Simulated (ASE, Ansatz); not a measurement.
## Twisted 1T-PtSe2 bilayer, 21.79° (42 atoms): a reference run and its variants

The cell holds 42 atoms: 14 Pt and 28 Se. Cell: a = 9.869 Å, b = 9.869 Å, c = 22.440 Å, α = 90.0°, β = 90.0°, γ = 120.0°. It derives from PtSe2 (1T-PtSe2). 1T-PtSe2 (a = 3.73 Å) under 1T-PtSe2 (a = 3.73 Å), bilayer, commensurate cell of 7 unit cells a layer, twist 21.79 deg; facing planes 3.24 Å apart; 14 Å of vacuum; layers as built, displaced by a Gaussian of 0.01 Å. Regions: layer 1, 21 atoms (7 Pt and 14 Se); layer 2, 21 atoms (7 Pt and 14 Se). Vacuum lies along c.

Geometry: as built.

Reference run: Kohn-Sham DFT, PBE+D3(BJ), PAW (set soft_2, large core), plane waves (Ansatz 0.2.0), cutoff 420 eV, k-mesh 2×2×1, fermi-dirac smearing of 0.025 eV.

```
r.m.s. force component                           : 0.1743 eV/Å
gap (highest filled to lowest empty level) : 1.032 eV
SCF cycles                                       : 13
time                                             : 59 s on 8 threads of Arm Neoverse V1, shared host
```

Q: Estimate how much each variant changes the results, and its time and memory.
- support functions low
- support functions medium
- support functions high
- scf.mixing.algorithm = "anderson", scf.mixing.beta = 0.2 and scf.mixing.ndim = 4

Each row is set against the plane-wave reference (Kohn-Sham DFT, PBE+D3(BJ), PAW (set soft_2, large core), plane waves; r.m.s. force component 0.174 eV/Å). Energies are set beside the reference only for runs with its functional, potentials and electron count. Times are for 8 threads of Arm Neoverse V1, shared host. The reference's time includes the DOS and grids, which some other runs skip.

| run | Δ force, r.m.s. (meV/Å) | share of r.m.s. force (%) | Δ energy (meV/atom) | Δ gap (eV) | cycles | time | host memory (GiB) |
| --- | --- | --- | --- | --- | --- | --- | --- |
| reference | - | - | - | - | 13 | 59 s | 7.8 |
| support functions low | 1.20 | 0.687 | -1.54 | 1.0e-4 | 15 | 84 s | 3.3 |
| support functions medium | 1.10 | 0.632 | -1.55 | 2.0e-4 | 18 | 99 s | 3.4 |
| support functions high | 0.781 | 0.448 | -1.67 | 3.0e-4 | 22 | 5.5 min | 6.4 |
| scf.mixing.algorithm = "anderson", scf.mixing.beta = 0.2 and scf.mixing.ndim = 4 | 0.004 | 0.0023 | 0 | 0 | 17 | 58 s | 7.8 |

Among numerical settings the force difference runs from 0.004 meV/Å (scf.mixing.algorithm = "anderson", scf.mixing.beta = 0.2 and scf.mixing.ndim = 4) to 1.2 meV/Å (support functions low). At 42 atoms the fastest of the runs at a preset level, support functions low, takes roughly 1.4 times the time of plane waves (whose run also made extra analyses, so the like-for-like ratio is larger), in 15 SCF cycles against 13. Differences between support functions and plane waves include what basis error the plane-wave run still has. 

[Logs are printed without paths, hosts, clocks, repeated set-up lines and the standing remarks that a program may print on its own settings, such as how far it seeks lower states.]

[Hosts, paths, dates, database ids (printed as entryN), source tags and the programs' standing remarks are cut or masked in the printed files.]
